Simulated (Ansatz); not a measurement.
# Heat carried by phonons in NaF (Villiaumite, Fm-3m), part 2 of 2

Wanted: κ(T), lifetimes and mean free paths for NaF (Villiaumite).

What experiment has found for this phase:
- thermal conductivity 18.4 W/m/K near room temperature (given in “Combining the AFLOW GIBBS and Elastic Libraries to efficiently and robustly screen thermo-mechanical properties of solids”, 2017, arXiv:1611.05714)
- thermal conductivity 16.5 W/m/K near room temperature (given in “Predicting the lattice thermal conductivity of solids by solving the Boltzmann transport equation: AFLOW - AAPL an automated, accurate and efficient framework”, 2017, arXiv:1611.05481)

Ansatz 0.2.0; DFT LDA, scalar-relativistic, plane waves, PAW; PAW set soft_1.

So far. Step 2 (Probe on a coarse mesh): The start is under -4.5 GPa at this level and looks like an insulator or semiconductor on this mesh. Step 5 (Relaxing to small residual forces and stress): The residual pressure is -9.3e-5 GPa, small enough for phonons. The relaxed cell has a = 4.502 Å (conventional setting).

### 6. Third-order constants and the Boltzmann equation

Pairs of atoms inside the cutoff are displaced in a supercell, the forces give the cubic constants, and these give the three-phonon rates of the Boltzmann equation.

input.yaml

```yaml
crystal:
  lattice:
    - [0.0, 2.251034919, 2.251034919]
    - [2.251034919, 0.0, 2.251034919]
    - [2.251034919, 2.251034919, 0.0]
  atoms:
    - { symbol: Na, position: [0.0, 0.0, 0.0] }
    - { symbol: F, position: [0.5, 0.5, 0.5] }
kpoints:
  mp_grid: { grid: [8, 8, 8] }
hamiltonian:
  xc: lda
  pseudopotentials: { kind: paw, azcp: { folder: soft_1 }, xc_functional: pbe }
scf:
  occupations: { method: fixed }
  lower_state_search: "off"
output:
  eigenvalues: true
phonons:
  method: fd
  dielectric: true
  supercell: [4, 4, 4]
  temperatures: { t_max: 1000, t_step: 50 }
  qpath:
    path:
      - [[0.0, 0.0, 0.0], [0.5, 0.0, 0.5], [0.5, 0.25, 0.75], [0.375, 0.375, 0.75], [0.0, 0.0, 0.0], [0.5, 0.5, 0.5], [0.625, 0.25, 0.625], [0.5, 0.25, 0.75], [0.5, 0.5, 0.5], [0.375, 0.375, 0.75]]
      - [[0.625, 0.25, 0.625], [0.5, 0.0, 0.5]]
    npoints: 10
  third_order: { supercell: [4, 4, 4], pair_cutoff: 5.183 }
  lattice_thermal_conductivity:
    qmesh: [23, 23, 23]
    temperatures: [100.0, 150.0, 200.0, 300.0, 400.0, 500.0, 600.0, 800.0]
    isotope_mass_variance: [{ species: F, variance: 0.0 }, { species: Na, variance: 0.0 }]
    solution: relaxation_time
```

Started as:

```
$ ansatz run input.yaml --threads 18 --pin off --max-ram 92160MiB --backend cuda --events-out ev --progress --plain --runs-dir out
```

Numbers of over 12 decimals in the logs are rounded to 6 here.

Output:

```text
Warning: phonons.dielectric: true without phonons.rigid_motions: the static dielectric tensor ε⁰ will be withheld (ε∞, Z* and the rows of modes are given); for a crystal or a slab, whose only rigid motions are the translations, set phonons.rigid_motions: translations
Warning: phonons.third_order: as it is cut ahead of every solve, the batch solves 207 displaced supercells where 129 would do. It runs under 96 of the 3072 operations that the crystal's space group holds on the batch's supercell: the batch's rule counts something of the run as laid on the whole of a grid (at basis.xc_grid: 1 a core's charge, or its kinetic-energy density under a functional that reads it; or a nonlocal correlation kernel at every level), which only an operation that permutes or reverses the grid's axes can carry. The force constants lose no accuracy. For the smaller batch, where no nonlocal correlation is read, try basis.xc_grid above 1; [rest of the remark cut]
[...]
Crystal: 128 atoms, lattice volume = 1460.013 Å³
Basis set: ecut = 420 eV, 28571 PW (Γ)
Bands: 640, of which v1, the nominal top of the filled ones, is band 512 counted from 1 (511 counted from 0)
Symmetry: 3072 space group operations
k-points: 3 of 8
[...]
SCF iter   1: F=—  HF=-144838.153388 eV  |F-HF|=—  |Δ(HF+E_count)|=         —  Δρ=1.56e-8  dr2=1.27e-12  ethr=1.00e-12  ⟨swp⟩=3.0  Hψ=4648  notcnv=0
[...]
SCF iter   2: F=-144838.153388 eV  HF=-144838.153388 eV  |F-HF|=2.91e-11  |Δ(HF+E_count)|=    0.00e0  Δρ=5.40e-9  dr2=2.28e-13  ethr=1.00e-12  ⟨swp⟩=2.0  Hψ=3439  notcnv=0
SCF 1 converged in 2 iterations: F = -144838.153388 eV  dr2 = 2.28e-13
[...]
Crystal: 2 atoms, lattice volume = 22.813 Å³
[...]
SCF 2 converged in 3 iterations: F = -2263.096147 eV  dr2 = 4.66e-13
[...]
--- Phonons: 2 displaced members + reference (amplitude 0.0025 Å, Σ member SCF iterations 15) ---
  symmetry images taken by strict's conditions (phonons.symmetry_images: auto; settled by a core's charge or kinetic-energy density on sites where symmetry forbids the force that would show it, while other sites can bear one)
  ASR residual: 2.061e-4 → 0.000e0 eV/Å²; symmetrization residual: 5.580e-5 eV/Å²
  largest component of a force at the reference: 2.4e-23 eV/Å
  ASR residual per site (eV/Å²): 2.06e-4 2.03e-5
  Γ frequencies (cm⁻¹): 0.00 0.00 0.00 275.46 275.46 275.46
  Unit cell's response to a homogeneous field, on a k mesh of 8×8×8: 1 representative field direction (Σ response iterations 6)
  ε∞ (high-frequency dielectric tensor):
        1.926732    -0.000000     0.000000
       -0.000000     1.926732    -0.000000
       -0.000000     0.000000     1.926732
  ε⁰ (static dielectric tensor): not given — the deck does not say what the cell's rigid motions are, and on a molecule in a box or a wire the rigid rotations would enter the sum over the modes at Γ. For a crystal or a slab, whose only rigid motions are the translations, set phonons.rigid_motions: translations.
  Born effective charges Z* (e; rows j = field, columns β = displacement):
    site 0:
         0.99673   -0.00000   -0.00000
        -0.00000    0.99673   -0.00000
         0.00000   -0.00000    0.99673
    site 1:
        -0.99673    0.00000    0.00000
         0.00000   -0.99673    0.00000
         0.00000    0.00000   -0.99673
  Z* charge neutrality: 1.107e-5 e pre-enforcement
  k-mesh period / interband length: 25.5 Å / 0.88 Å = 28.84 at k = (0.0000, 0.0000, 0.0000), direct gap 6.459 eV — 14 or more, which is no proof of convergence
  optical modes at Γ without the LO–TO term, one row a degenerate level:
      ω (cm⁻¹)  modes    IR ((D/Å)²/amu)
        275.46      3             6.6102
  optical modes at Γ + LO–TO along q̂ = [1.0000, 0.0000, 0.0000]:
      ω (cm⁻¹)  modes    IR ((D/Å)²/amu)
        275.46      2             4.4068
        427.55      1             2.2034
  optical modes at Γ + LO–TO along q̂ = [0.0000, 1.0000, 0.0000]:
      ω (cm⁻¹)  modes    IR ((D/Å)²/amu)
        275.46      2             4.4068
        427.55      1             2.2034
  optical modes at Γ + LO–TO along q̂ = [0.0000, 0.0000, 1.0000]:
      ω (cm⁻¹)  modes    IR ((D/Å)²/amu)
        275.46      2             4.4068
        427.55      1             2.2034
  density of states and harmonic sums: on the 24×24×24 q-mesh, interpolated from the force constants of a 4×4×4 supercell (with the dipole–dipole term)
  largest difference from the sums on the solved wave vectors: F 1.05e-2 eV, S 1.45e-5 and C_V 4.00e-6 eV/K
  zero-point energy: 0.089206 eV/cell   skipped modes (ω ≤ 0): 3   left out of the sums: 3.62e-5 of the cell's modes: C_V's classical limit lies that fraction below 3 k_B per atom; for a crystal, a wire or a layer, F and S can be off by more, and a phonons.interpolated_qmesh denser along its periods is the remedy for the sampling
--- Third-order force constants: 207 member SCFs in a 4×4×4 supercell (pair cutoff 5.183 Å, amplitude 0.03 Å, SCF threshold 1.00e-9 eV, Σ member SCF iterations 1659) ---
[...]
sum-rule residual: 4.064e-2 → 2.033e-15 eV/Å³; symmetrization residual: 9.598e-3 eV/Å³; largest sum-rule correction relative to its orbit: 1.441e-1, on the orbit of the block of home site 0 with site 1 of cell (-2, -1, 0) and site 1 of cell (-2, -1, 0), whose norm before the correction was 1.023e-1 eV/Å³
--- Lattice thermal conductivity: 23×23×23 mesh (364 irreducible points), tetrahedron method ---
  three-phonon and isotope scattering only; four-phonon, boundary and, in a metal, phonon-electron scattering are left out
  each conductivity is what the modes' populations carry and what the coherences between them add
  conductivity (a third of the tensor's trace), W/(m K), in the relaxation-time approximation:
       T (K)   relaxation time
      100.00          100.9416
      150.00           64.9353
      200.00           48.5765
      300.00           32.5362
      400.00           24.5275
      500.00           19.7171
      600.00           16.5096
      800.00           12.5038
```

Run time: 3.4 min. Hardware: 1 × NVIDIA GB200 with 18 threads of Arm Neoverse V2, shared host; peak memory 3.7 GiB.

Numbers from this step:

```yaml
gamma_frequencies: 0, 0, 0, 275.5, 275.5, 275.5 cm⁻¹ (negative: imaginary)
lowest_frequency_on_the_path: 0 cm⁻¹
zero_point_energy: 0.08921 eV/cell
point_group: m-3m
highest_frequency: 427.5 cm⁻¹
debye_temperature_from_the_second_moment: 463 K
kappa_at_300_k_relaxation_time: 32.54 W/m/K
dipole_term: run
mean_free_path_at_half_of_kappa: 22.8 nm
share_of_kappa_above_the_three_lowest_branches: 0.126
third_order_blocks: 2918
periodic_aliases_dropped: 288
largest_relative_sum_rule_correction: 0.1441
displaced_cells_third_order: 207
```

LO-TO term included. The phonon branches at the labelled points (cm⁻¹):

```csv
point,branch 1,branch 2,branch 3,branch 4,branch 5,branch 6
Γ,0,0,0,276,276,428
halfway,102,102,218,283,283,358
X,144,144,265,290,290,311
halfway,168,178,252,278,293,307
W,215,215,226,249,300,300
halfway,183,224,233,261,294,303
K,166,223,239,268,291,304
halfway,126,156,206,240,286,376
Γ,0,0,0,276,276,428
halfway,118,118,177,260,260,402
L,197,197,220,220,317,320
halfway,184,206,241,252,296,309
U,166,223,239,268,291,304
halfway,183,224,233,261,294,303
W,215,215,226,249,300,300
halfway,193,199,247,255,293,306
L,197,197,220,220,317,320
halfway,184,206,241,252,296,309
K,166,223,239,268,291,304
jump to U,166,223,239,268,291,304
halfway,150,169,259,284,291,309
X,144,144,265,290,290,311
```

The phonon branches as a text plot (rows in cm⁻¹):

```
    419 |**                     ******
    401 |  *                  **      *
    383 |   *                *         *
    365 |    *                          *
    347 |                   *            *
    330 |     *            *
    312 |      ******  ***                **** **    ************
    294 |      ***************           *  **********    *******
    276 |********  **    *    *******   *      *              **
    258 |        *** **** **  **     **     *** ******     *** **
    240 |     *     *  ***  **         **  ** ***  ****   ** **
    223 |    *       ********            *** ******    ***  **
    205 |            **    * *            ***    * *********  *
    187 |   *       *  *  * *            * **        *** ***
    169 |          **   ** *  *       * *    ****           ** *
    151 |        ***        **       * *                      ***
    134 |  *   **            ***
    116 |     *                     * *
     98 | *  *                ***    *
     80 |   *                  *    *
     62 |  *                    *
     45 |**                     ** *
     27 |*                       * *
      9 |                         *
         Γ       X    W  K        Γ      L     U  W     L   K|U X
```

Table of lattice thermal conductivity, RTA xx by temperature:

```csv
temperature (K),"lattice thermal conductivity, RTA xx (W/m/K)"
100,101
150,64.9
200,48.6
300,32.5
400,24.5
500,19.7
600,16.5
800,12.5
```

The modes has structure finer than the step of the table below, so its rows give means over 10 cm⁻¹, whole bins alone (the curve runs from -10 to 449 cm⁻¹). Peaks (cm⁻¹: height): F 174.9: 0.00853, 238.5: 0.0207, 290.5: 0.0269, 304.9: 0.0254; Na 198.0: 0.0226, 290.5: 0.0232.

Phonopy on the run's constants, 21x21x21 mesh, Gaussian sigma 3.3 cm⁻¹. Table of modes by wavenumber; means over each step; values in 1/cm⁻¹/cell:

```csv
wavenumber (cm⁻¹),F,Na
0,1.5e-5,1.5e-5
10,3.1e-6,3.1e-6
20,9.6e-5,1.1e-4
30,1.3e-4,1.6e-4
40,3.5e-4,4.3e-4
50,4.0e-4,4.9e-4
60,7.5e-4,9.2e-4
70,9.1e-4,0.00113
80,0.00134,0.00168
90,0.00159,0.00201
100,0.00227,0.00291
110,0.00263,0.00345
120,0.00343,0.00461
130,0.00434,0.00597
140,0.00595,0.00845
150,0.00717,0.0105
160,0.00786,0.0122
170,0.00774,0.0130
180,0.00786,0.0150
190,0.00732,0.0189
200,0.00589,0.0203
210,0.00450,0.0124
220,0.00962,0.00794
230,0.0193,0.00925
240,0.0197,0.0139
250,0.0178,0.0143
260,0.0194,0.0176
270,0.0204,0.0206
280,0.0239,0.0214
290,0.0250,0.0211
300,0.0214,0.0106
310,0.0162,0.00530
320,0.00709,0.00307
330,0.00536,0.00320
340,0.00419,0.00286
350,0.00358,0.00262
360,0.00330,0.00254
370,0.00277,0.00219
380,0.00240,0.00194
390,0.00209,0.00172
400,0.00175,0.00145
410,0.00136,0.00113
420,8.2e-4,6.8e-4
430,1.5e-4,1.2e-4
440,0,0
```

Distinct triplets, nearest first. Third order norms, by row:

```csv
sites,side 1 (Å),side 2 (Å),side 3 (Å),norm of the 27 components (eV/Å³)
Na-Na-Na,0,0,0,0
F-F-F,0,0,0,0
Na-F-F,0,2.25,2.25,10.5
Na-F-Na,0,2.25,2.25,10.7
Na-F-F,2.25,2.25,3.18,0.08
Na-F-Na,2.25,2.25,3.18,0.115
Na-Na-Na,0,3.18,3.18,1.045
Na-Na-Na,3.18,3.18,3.18,0.014
F-F-F,0,3.18,3.18,0.816
F-F-F,3.18,3.18,3.18,0.076
Na-F-F,2.25,3.18,3.9,0.058
Na-F-Na,2.25,3.18,3.9,0.031
Na-F-F,0,3.9,3.9,0.277
Na-F-Na,0,3.9,3.9,0.303
Na-F-Na,2.25,2.25,4.5,0.067
Na-F-F,2.25,2.25,4.5,0.071
Na-Na-Na,3.18,3.18,4.5,0.007
F-F-F,3.18,3.18,4.5,0.025
Na-F-F,3.9,3.9,4.5,0.007
Na-F-Na,3.9,3.9,4.5,0.009
Na-Na-Na,0,4.5,4.5,0.135
F-F-F,0,4.5,4.5,0.169
Na-F-F,2.25,3.18,5.03,0.054
Na-F-Na,2.25,3.18,5.03,0.02
Na-F-F,3.18,3.9,5.03,0.015
Na-F-Na,3.18,3.9,5.03,0.007
Na-F-Na,2.25,4.5,5.03,0.012
Na-F-F,2.25,4.5,5.03,0.013
Na-F-F,0,5.03,5.03,0.105
Na-F-F,3.18,5.03,5.03,0.011
```

Born charge (rows field, columns displacement) (e), principal values of the symmetric part by kind of site:

```csv
atom,atoms with these values,low,middle,high,mean
Na1,1,0.9967,0.9967,0.9967,0.9967
F2,1,-0.9967,-0.9967,-0.9967,-0.9967
```

In full for F2:

```
-0.9967  0.0000  0.0000
 0.0000 -0.9967  0.0000
 0.0000  0.0000 -0.9967
```

RTA, 300 K. Kappa by branch, by row:

```csv
branch (by rank),mean frequency (THz),mean rms speed (km/s),median lifetime (ps),share of kappa
1,4.62,2.45,5.41,0.355
2,5.26,2.82,4,0.305
3,6.83,2.42,3.74,0.214
4,7.88,1.87,3.22,0.069
5,8.52,1.25,3.29,0.033
6,10.03,1.99,0.99,0.024
```

The spectral kappa at 300 K, relaxation time (W/m/K/THz) by frequency; read off at these points:

frequency (THz), spectral kappa at 300 K, relaxation time (W/m/K/THz) and a bar:
```
     0.25       0.00 
     0.75       2.25 #########
     1.25       1.38 #####
     2.25       1.68 ######
     2.75       2.06 ########
     3.25       2.65 ##########
     3.75       3.32 #############
     4.25       4.48 #################
     5.25       7.92 ##############################
     5.75       7.51 ############################
     6.25       6.74 ##########################
     6.75       3.72 ##############
     7.25       4.46 #################
     7.75       3.73 ##############
     8.75       0.83 ###
     9.25       0.55 ##
     9.75       0.48 ##
    10.25       0.29 #
    10.75       0.15 #
    11.75       0.03 
    12.25       0.01 
    12.75       0.00
```

Relaxation-time solution. Share of κ carried by shorter paths against mean free path:

```csv
mean free path (nm),100 K,300 K,800 K
0.464,0,0,0.002
0.681,0,0,0.006
1,0,0.001,0.017
1.47,0,0.003,0.038
2.15,0,0.009,0.096
3.16,0,0.02,0.213
4.64,0.001,0.044,0.316
6.81,0.003,0.119,0.452
10,0.005,0.234,0.572
14.7,0.011,0.341,0.7
21.5,0.028,0.482,0.819
31.6,0.069,0.598,0.892
46.4,0.146,0.734,0.946
68.1,0.253,0.837,0.956
100,0.372,0.915,0.964
147,0.492,0.946,0.978
215,0.624,0.958,0.983
316,0.78,0.974,0.983
464,0.866,0.982,1
681,0.904,0.982,1
1000,0.926,1,1
1470,0.941,1,1
2150,0.972,1,1
3160,0.972,1,1
4640,0.982,1,1
6810,1,1,1
```

300 K; a sample spread over frequency. Mode lifetimes, by row, the first 40 of 90 rows:

```csv
q1,q2,q3,branch,frequency (THz),rms speed (km/s),three-phonon rate (1/ps),isotope rate (1/ps),lifetime (ps),mean free path (nm)
0,0.0435,0.0435,1,0.604,3.1,0.00323,0,309,958
0,0.1304,0.1304,2,1.752,2.8,0.018,0,55.6,156
0.0435,0.087,0.2174,1,2.383,3.36,0.215,0,4.65,15.6
0,0.0435,0.2174,1,2.806,3.42,0.575,0,1.74,5.94
0,0.0435,-0.2174,1,3.167,3.44,0.516,0,1.94,6.65
0.0435,0.2174,0.3043,2,3.441,3.42,0.207,0,4.84,16.5
0,0.0435,0.2609,2,3.666,3.55,0.651,0,1.54,5.45
0,0.0435,0.3043,1,3.885,3.16,0.471,0,2.12,6.72
0,0.1304,0.3043,2,4.006,3.89,0.394,0,2.54,9.87
0.0435,0.1304,-0.2609,1,4.185,2.97,0.28,0,3.57,10.6
0,0.1304,0.1739,3,4.317,5.75,0.755,0,1.32,7.61
0,0.4348,-0.4783,1,4.399,0.67,0.111,0,9.03,6.01
0.0435,0.1739,0.4348,1,4.486,2.55,0.277,0,3.61,9.23
0.087,0.3043,0.4348,2,4.637,3.52,0.229,0,4.37,15.4
0.0435,0.4783,-0.4348,2,4.73,2.63,0.0786,0,12.7,33.5
0,0.3913,-0.3913,1,4.835,1.4,0.208,0,4.8,6.71
0.0435,0.1304,-0.2609,2,4.933,3.31,0.537,0,1.86,6.16
0.0435,0.3913,-0.4783,2,5.055,3.51,0.0806,0,12.4,43.5
0,0,0.3913,1,5.157,3.03,0.38,0,2.63,7.98
0,0.087,-0.3913,1,5.263,2.48,0.313,0,3.19,7.93
0,0.087,0.2609,3,5.337,4.96,0.271,0,3.69,18.3
0.087,0.2174,-0.4348,1,5.452,2.35,0.29,0,3.45,8.1
0.0435,0.3478,-0.3043,1,5.544,1.82,0.28,0,3.57,6.48
0.1304,0.3913,-0.4348,2,5.643,3.49,0.201,0,4.97,17.4
0.1304,0.2609,-0.3913,1,5.711,2.08,0.256,0,3.91,8.12
0.0435,0.1304,0.3043,3,5.782,4.69,0.284,0,3.52,16.5
0.1304,0.3478,-0.2609,1,5.886,2.61,0.0756,0,13.2,34.6
0,0.2174,-0.3043,2,5.943,0.72,0.391,0,2.56,1.83
0.087,0.3043,-0.2609,2,6.014,0.65,0.294,0,3.41,2.2
0.1304,0.3043,-0.3043,2,6.098,1.61,0.227,0,4.4,7.1
0.0435,0.1739,-0.4783,2,6.222,1.02,0.29,0,3.45,3.53
0.087,0.2609,-0.4348,2,6.37,1.18,0.239,0,4.19,4.96
0.0435,0.2609,-0.4348,2,6.53,1.09,0.214,0,4.67,5.1
0,0.0435,-0.4348,3,6.671,1.16,0.401,0,2.49,2.9
0,0.2609,0.2609,3,6.758,4.33,0.263,0,3.81,16.5
0,0.1304,-0.4348,3,6.834,1.95,0.497,0,2.01,3.93
0.1304,0.3478,-0.2609,3,6.894,2.01,0.437,0,2.29,4.59
0.1739,0.3913,-0.3478,3,6.966,1.91,0.254,0,3.94,7.52
0,0.1304,-0.4783,3,7.062,2.27,0.43,0,2.33,5.29
0.1304,0.3913,-0.2609,3,7.123,2.24,0.403,0,2.48,5.56
```

Without the LO-TO term. Gamma linewidths, by row:

```csv
branch,frequency (cm⁻¹),three-phonon rate (1/ps),isotope rate (1/ps),FWHM (cm⁻¹)
4,275.5,0.409,0,2.17
5,275.5,0.409,0,2.17
6,275.5,0.409,0,2.17
```

W/m/K, third of the trace; RTA populations with a boundary rate v/L added to each mode (Matthiessen's rule). Kappa by grain size, by row:

```csv
T (K),bulk,10 nm,30 nm,100 nm,300 nm,1000 nm,10000 nm,100000 nm
100,100.9,9.443,21.48,42.52,64.1,82.59,97.74,100.5
300,32.37,10.74,17.7,24.6,28.67,30.93,32.19,32.35
600,16.24,7.825,11.23,13.91,15.22,15.87,16.2,16.24
```

At 300 K the relaxation-time value is 32.5 W/(m K).

### 7. What came out

- highest frequency: 427.5 cm⁻¹
- Debye temperature from the second moment: 463 K
- κ at 300 K (relaxation time): 32.54 W/m/K
- mean free path at half of κ: 22.8 nm
- share of κ above the three lowest branches: 0.126

**Reading.** The lattice of NaF (Villiaumite) conducts 32.5 W/(m K) at 300 K by LDA (mean over directions, relaxation-time solution). Above 300 K the relaxation-time κ falls as T^-0.98, near the 1/T law of three-phonon scattering. Grains of 100 nm would keep 76 % of the bulk value at 300 K, and grains of 1 µm 96 %. A measured thermal conductivity near room temperature is 18.4 W/m/K (arXiv:1611.05714); the calculated 32.5 W/m/K differs by +77 %. The relaxed cell is 9 % smaller in volume than the database cell, which stiffens most phonons and usually raises κ; no run here tested that. Four-phonon, defect and boundary scattering, which are left out, would lower the calculated value; thermal expansion is left out too. The last run computed the relaxation-time solution alone; it counts normal processes as resistive, so the full solution usually lies higher, most of all in good conductors. The sum rules changed one orbit of cubic constants by up to 14 %; by the manual a large change points to a short cutoff or, on a small and distant orbit, to noisy forces. The conductivities include the coherence part between close branches; the shares for grains, isotopes, branches and paths are of the relaxation-time populations alone. Cubic couplings among atoms farther apart than the pair cutoff are dropped, and neither the cutoff nor the q-mesh was shown to be converged here. The PAW files were made for PBE and are used here under another functional, for which the program regenerates the frozen cores. The cell of these runs is 9 % smaller in volume than the database cell; frequencies and all that rests on them shift with it.

[Logs are printed without paths, hosts, clocks, repeated set-up lines and the standing remarks that a program may print on its own settings, such as how far it seeks lower states.]

[Hosts, paths, dates, database ids (printed as entryN), source tags and the programs' standing remarks are cut or masked in the printed files.]

[A step with changed settings may run another functional than the one named; its input shows which.]
